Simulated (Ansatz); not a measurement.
# BeInCl3 (model cell, started as cubic perovskite with Be in the octahedra): a soft mode frozen in, part 3 of 3

Aim: this structure of BeInCl3 (model cell, started as cubic perovskite with Be in the octahedra) is to be tested for unstable modes, and one is followed downhill.

Ansatz 0.2.0; DFT PBEsol, scalar-relativistic, plane waves, PAW; PAW set soft_1.

So far. Step 5 (Energy along the mode, all amplitudes (two of the runs …): The lowest of the steps tried is at 0.22 Å, 9.97 meV/atom below the parent; the bottom of the well need not coincide with a step. Step 7 (The new phase in its own primitive cell): The largest force component left is 0.65 meV/Å and the pressure is 0.004 GPa, within the tolerances set. The cell now holds 21.30 Å³/atom. The relaxed cell has a = 4.428, c = 5.432 Å (conventional setting).

The structure was built from a prototype and need not be the compound's stable phase.

### Step 8. Modes of the new phase, k-mesh 6×6×4

A relaxed structure may still be a saddle point, so its zone-centre modes are computed. The response to a homogeneous field gives the Born charges and the dielectric tensor.

File input.yaml:

```yaml
crystal:
  lattice:
    - [4.4280332416, 0.0, 0.0]
    - [0.0, 4.4280332416, 0.0]
    - [0.0, 0.0, 5.4321454485]
  atoms:
    - { symbol: In, position: [0.0, 0.0, 0.064285235] }
    - { symbol: Be, position: [0.5, 0.5, 0.5838240141] }
    - { symbol: Cl, position: [0.5, 0.0, 0.4715724187] }
    - { symbol: Cl, position: [0.5, 0.5, 0.9438849082] }
    - { symbol: Cl, position: [0.0, 0.5, 0.4715724187] }
kpoints:
  mp_grid: { grid: [6, 6, 4] }
hamiltonian:
  xc: pbesol
  pseudopotentials: { kind: paw, azcp: { folder: soft_1 }, xc_functional: pbe }
scf:
  occupations: { method: fixed }
output:
  eigenvalues: true
phonons:
  method: dfpt
  dielectric: true
  rigid_motions: translations
```

Started as:

```sh
$ ansatz run input.yaml --threads 4 --pin off --max-ram 16384MiB --backend cpu --events-out ev --progress --plain --runs-dir out
```

Numbers of over 12 decimals in the logs are rounded to 6 here.

Output:

```text
[...]
Crystal: 5 atoms, lattice volume = 106.511 Å³
Basis set: ecut = 420 eV, 2083 PW (Γ), exchange–correlation on 60×60×80 points (8 copies of the dense FFT grid, shifted against one another)
Bands: 23, of which v1, the nominal top of the filled ones, is band 18 counted from 1 (17 counted from 0)
Symmetry: 8 space group operations
k-points: 76 of 144 (irreducible under 1 space group operation, time reversal used)
[...]
SCF iter   1: F=—  HF=-8804.685967 eV  |F-HF|=—  |Δ(HF+E_count)|=         —  Δρ=4.17e-2  dr2=3.53e0  ethr=3.10e-3  ⟨swp⟩=5.1  Hψ=7419  notcnv=0  defer=177
[...]
SCF iter  11: F=-8803.113557 eV  HF=-8803.113557 eV  |F-HF|=5.46e-12  |Δ(HF+E_count)|=  4.55e-11  Δρ=1.05e-7  dr2=1.50e-11  ethr=1.00e-12  ⟨swp⟩=15.0  Hψ=13159  notcnv=0
SCF 1 converged in 11 iterations: F = -8803.113557 eV  dr2 = 1.50e-11
[...]
DFPT response loops at Γ: preconditioner auto → Resta (q_TF=auto, 2.277 Å⁻¹)  ε∞=5.9 (no band partly filled); β = 1.00, the filter's whole step (`scf.mixing.beta` (0.50) is not read by the response loops at its default; to damp them type it under 1.00, their step now; it binds the ground state too); Broyden in place of MSR1
── the response to a field inside a basis, on 6×6×4 k-points: an SCF that follows is theirs, and a resumed run solves both again ──
Bands: 19, of which v1, the nominal top of the filled ones, is band 18 counted from 1 (17 counted from 0)
k-points: 12 of 144 (time reversal used)
[...]
Eigensolver: Dense (12 Hₖ)
SCF iter   1: F=—  HF=-8803.105307 eV  |F-HF|=—  |Δ(HF+E_count)|=         —  Δρ=1.38e-4  dr2=3.21e-6  ethr=1.00e-1
[...]
SCF iter   3: F=-8803.105311 eV  HF=-8803.105311 eV  |F-HF|=1.75e-8  |Δ(HF+E_count)|=   1.41e-6  Δρ=7.94e-6  dr2=1.81e-8  ethr=2.56e-9
SCF 1 converged in 3 iterations: F = -8803.105311 eV  dr2 = 1.81e-8
[...]
WARN: field response: ε∞ stands inside a basis, on 6×6×4 points; the force constants stand on the 6×6×4 k-mesh, whose period is 12.44 times the interband length at k = (0.0000, 0.0000, -0.5000), direct gap 2.858 eV, under 14: take them and everything formed from them as unconverged, and compare with a denser kpoints.mp_grid
SCF converged after 11 iterations
Free energy (F): -8803.113557 eV
[...]
Internal energy: -8803.113557 eV  (E = F + TS)
E sigma→0 (E₀):  -8803.113557 eV
Fermi energy:    5.199409 eV
[...]
--- Band table (eV; the first three rows and the last of 76) ---
  k-point 0: bands = [... 14 lower, 2.8034, 2.8850, 3.3956, 3.3956, 6.9296, 9.9573, 10.1280, 10.1280, ... 1 higher]
  k-point 1: bands = [... 14 lower, 2.7595, 3.4271, 3.4271, 3.7229, 7.1731, 9.0284, 10.3385, 10.3385, ... 1 higher]
  k-point 2: bands = [... 14 lower, 2.7168, 3.4550, 3.4550, 4.3320, 7.1901, 8.4505, 10.4674, 10.4674, ... 1 higher]
  k-point 75: bands = [... 14 lower, 3.1952, 3.1952, 3.4108, 4.3759, 9.3300, 9.3300, 9.7292, 10.5395, ... 1 higher]
--- Phonons (Γ-DFPT): 9 representative perturbations + reference, on 76 of 144 k-points (Σ response iterations 27) ---
  k mesh reduced under 1 symmetry operation, with k and −k counted as one. Each operation leaves every solved perturbation unchanged. A smaller set is not considered because the run solves the response to a homogeneous field
  ASR residual: 3.524e-4 → 0.000e0 eV/Å²; symmetrization residual: 2.303e-6 eV/Å²
  ASR residual per site (eV/Å²): 1.16e-5 3.52e-4 7.66e-5 1.36e-4 7.66e-5
[...]
ε∞ (high-frequency dielectric tensor):
        4.975634     0.000000     0.000000
        0.000000     4.975634     0.000000
        0.000000     0.000000     4.438731
  softest optical mode at Γ: -283.01 cm⁻¹; the repairs (sum rule, projections) moved no ω² at Γ by more than (3.42 cm⁻¹)²
  Born effective charges Z* (e; rows j = field, columns β = displacement):
    site 0:
         2.29098    0.00000    0.00000
         0.00000    2.29098    0.00000
         0.00000    0.00000    1.93743
    site 1:
         2.62705    0.00000   -0.00000
         0.00000    2.62705    0.00000
        -0.00000    0.00000    2.13270
    site 2:
        -1.08694    0.00000    0.00000
         0.00000   -2.33971    0.00000
        -0.00000    0.00000   -1.21148
    site 3:
        -1.49139    0.00000   -0.00000
         0.00000   -1.49139    0.00000
        -0.00000    0.00000   -1.64718
    site 4:
        -2.33971    0.00000   -0.00000
         0.00000   -1.08694    0.00000
        -0.00000    0.00000   -1.21148
  Z* charge neutrality: 3.762e-3 e pre-enforcement
  solved inside a basis spanned on kpoints, on 6×6×4 k-points, its susceptibility summed on 10×10×8: ε∞ is read to err by 1.5e-2, Z* by 2.0e-2 e (field_mesh: kpoints solves on kpoints); Z* is corrected for what the basis lacks
  optical modes at Γ without the LO–TO term, one row a degenerate level:
      ω (cm⁻¹)  modes    IR ((D/Å)²/amu)
       -283.01      2            43.7272
         64.48      2             3.5100
         75.58      1             1.8005
        109.35      1             0.0000
        141.70      2             1.6329
        219.20      1             0.7314
        220.71      2             0.1317
        594.72      1            13.5421
  optical modes at Γ + LO–TO along q̂ = [1.0000, 0.0000, 0.0000]:
      ω (cm⁻¹)  modes    IR ((D/Å)²/amu)
       -283.01      1            21.8636
       -133.41      1             6.2626
         64.48      1             1.7550
         75.58      1             1.8005
        109.35      1             0.0000
        120.79      1             1.3507
        141.70      1             0.8165
        206.74      1            10.1804
        219.20      1             0.7314
        220.71      1             0.0659
        227.87      1             6.7072
        594.72      1            13.5421
  optical modes at Γ + LO–TO along q̂ = [0.0000, 1.0000, 0.0000]:
      ω (cm⁻¹)  modes    IR ((D/Å)²/amu)
       -283.01      1            21.8636
       -133.41      1             6.2626
[...]
219.20      1             0.7314
        220.71      1             0.0659
        227.87      1             6.7072
        594.72      1            13.5421
  optical modes at Γ + LO–TO along q̂ = [0.0000, 0.0000, 1.0000]:
      ω (cm⁻¹)  modes    IR ((D/Å)²/amu)
       -283.01      2            43.7272
         64.48      2             3.5100
        109.35      1             0.0000
        110.02      1             1.0982
        141.70      2             1.6329
        220.71      2             0.1317
        226.43      1             0.6880
        645.44      1            14.2879
```

Run time: 66 s. Hardware: 4 threads of Arm Neoverse V1, shared host; peak memory 1.1 GiB.

Numbers from this step:

| Quantity | Value |
| --- | --- |
| sum-rule residual before enforcement | 3.52e-4 eV/Å² |
| miss of the charge sum rule | 0.003762 e |
| estimated error of the dielectric tensor | 0.01476 |
| estimated error of the Born charges | 0.02003 e |
| point group | 4mm |
| highest optical mode at the zone centre (no LO-TO term) | 594.7 cm⁻¹ |
| lowest optical zone-centre mode | -283.0 cm⁻¹ |
| mean high-frequency dielectric constant | 4.797 |
| largest Born charge (third of the trace) | 2.462 e |
| top of the zone-centre spectrum with the field | 645.4 cm⁻¹ |

Without the LO-TO term. Patterns of degenerate modes are one choice out of their space. The modes at Γ (shares of kinetic energy by element, %) (negative means imaginary):

```tsv
mode	frequency (cm⁻¹)	symmetry	In %	Be %	Cl %
1	-283.0	E	0	87	13
2	-283.0	E	0	87	13
3	0.0	acoustic	50	4	46
4	0.0	acoustic	50	4	46
5	0.0	acoustic	50	4	46
6	64.5	E	49	5	47
7	64.5	E	49	5	47
8	75.6	A1	50	3	47
9	109.3	B1	0	0	100
10	141.7	E	2	1	98
11	141.7	E	2	1	98
12	219.2	A1	0	8	92
13	220.7	E	0	4	96
14	220.7	E	0	4	96
15	594.7	A1	0	85	15
```

Displacements in mode 2 (-283.0 cm⁻¹), the largest set to 1:
```
In1  0.00  0.00  0.00
Be2  0.00  1.00  0.00
Cl3  0.00 -0.19  0.00
Cl4  0.00 -0.01  0.00
Cl5  0.00 -0.06  0.00
```

Displacements in mode 15 (594.7 cm⁻¹), the largest set to 1:
```
In1  0.00  0.00 -0.01
Be2  0.00  0.00  1.00
Cl3  0.00  0.00 -0.01
Cl4  0.00  0.00 -0.21
Cl5  0.00  0.00 -0.01
```

Optical modes at the zone centre, without and with the macroscopic field of the longitudinal modes; each column is sorted by frequency, so a row need not hold one and the same mode. Modes with and without the field, by row:

```tsv
rank among optical modes	no field (cm⁻¹)	q along (1, 0, 0) (cm⁻¹)	q along (0, 0, 1) (cm⁻¹)
1	-283	-283	-283
2	-283	-133.4	-283
3	64.5	64.5	64.5
4	64.5	75.6	64.5
5	75.6	109.3	109.3
6	109.3	120.8	110
7	141.7	141.7	141.7
8	141.7	206.7	141.7
9	219.2	219.2	220.7
10	220.7	220.7	220.7
11	220.7	227.9	226.4
12	594.7	594.7	645.4
```

Born charge (rows field, columns displacement) (e), principal values of the symmetric part by kind of site:

```tsv
atom	atoms with these values	low	middle	high	mean
In1	1	1.94	2.29	2.29	2.17
Be2	1	2.13	2.63	2.63	2.46
Cl3	2	-2.34	-1.21	-1.09	-1.55
Cl4	1	-1.65	-1.49	-1.49	-1.54
```

In full for Be2:

```
2.63 0.00 0.00
0.00 2.63 0.00
0.00 0.00 2.13
```

High-frequency dielectric tensor:

```
4.98 0.00 0.00
0.00 4.98 0.00
0.00 0.00 4.44
```

Transverse modes; imaginary modes are left out. Infrared lines, with heights relative to the strongest:

```tsv
position (cm⁻¹)	relative intensity
64	26
76	13
109	0.0
142	12
219	5.4
221	1.0
595	100
```

Before it was imposed, the acoustic sum rule was missed by 3.5e-4 eV/Å² and the charge sum rule by 0.0038 e. Small misses are needed for a sound result but don't prove that mesh and cutoff are converged. The lowest optical mode is imaginary, 283.0i cm⁻¹, so the energy falls along it.

The log warns of the k mesh: “the force constants stand on the 6×6×4 k-mesh, whose period is 12.44 times the interband length at k = (0.0000, 0.0000, -0.5000), direct gap 2.858 eV, under 14: take them and everything formed from them as unconverged”.

### Step 9. Outcome

* unstable mode of the parent: q = (0, 0, 0), 289i cm⁻¹
* depth at the lowest point sampled: 9.97 meV/atom
* largest atomic shift at that point: 0.22 Å
* space group reached (within 0.01 Å): P4mm
* energy gained over the parent (first relaxation, on the mesh of the frozen mode): 54.0 meV/atom
* volume per atom, phase reached: 21.3 Å³
* gap on the k-mesh, phase reached: 1.73 eV
* lowest optical zone-centre mode, phase reached: -283 cm⁻¹
* highest optical mode at the zone centre (no LO-TO term), phase reached: 595 cm⁻¹

What this shows: Along this mode the structure falls into P4mm, 54.0 meV/atom below the parent. At the parent's cell the well is 9.967 meV/atom deep on the steps tried, with its lowest point at a shift of 0.22 Å. Relaxing atoms and cell changes the gain by +44.07 meV/atom against the lowest step (energies at zero smearing). Most of the total comes from this relaxation. The new phase still has an imaginary mode at the zone centre of its cell, so it is a saddle point on the way to a lower structure. Of the 4 patterns followed to their end from this parent, this one ends 160 meV/atom above the lowest, Amm2. Each path keeps the symmetry of its pattern, so a lower phase may lie along a pattern not tried. With the field response the log warns that the k mesh is coarse for the force constants too, so the frequencies may not be converged. The PAW files were made for PBE and serve the other functionals too. The starting cell was built on a prototype and not taken from a measurement, so the phase need not exist.

[Logs are printed without paths, hosts, clocks, repeated set-up lines and the standing remarks that a program may print on its own settings, such as how far it seeks lower states.]

[Hosts, paths, dates, database ids (printed as entryN), source tags and the programs' standing remarks are cut or masked in the printed files.]
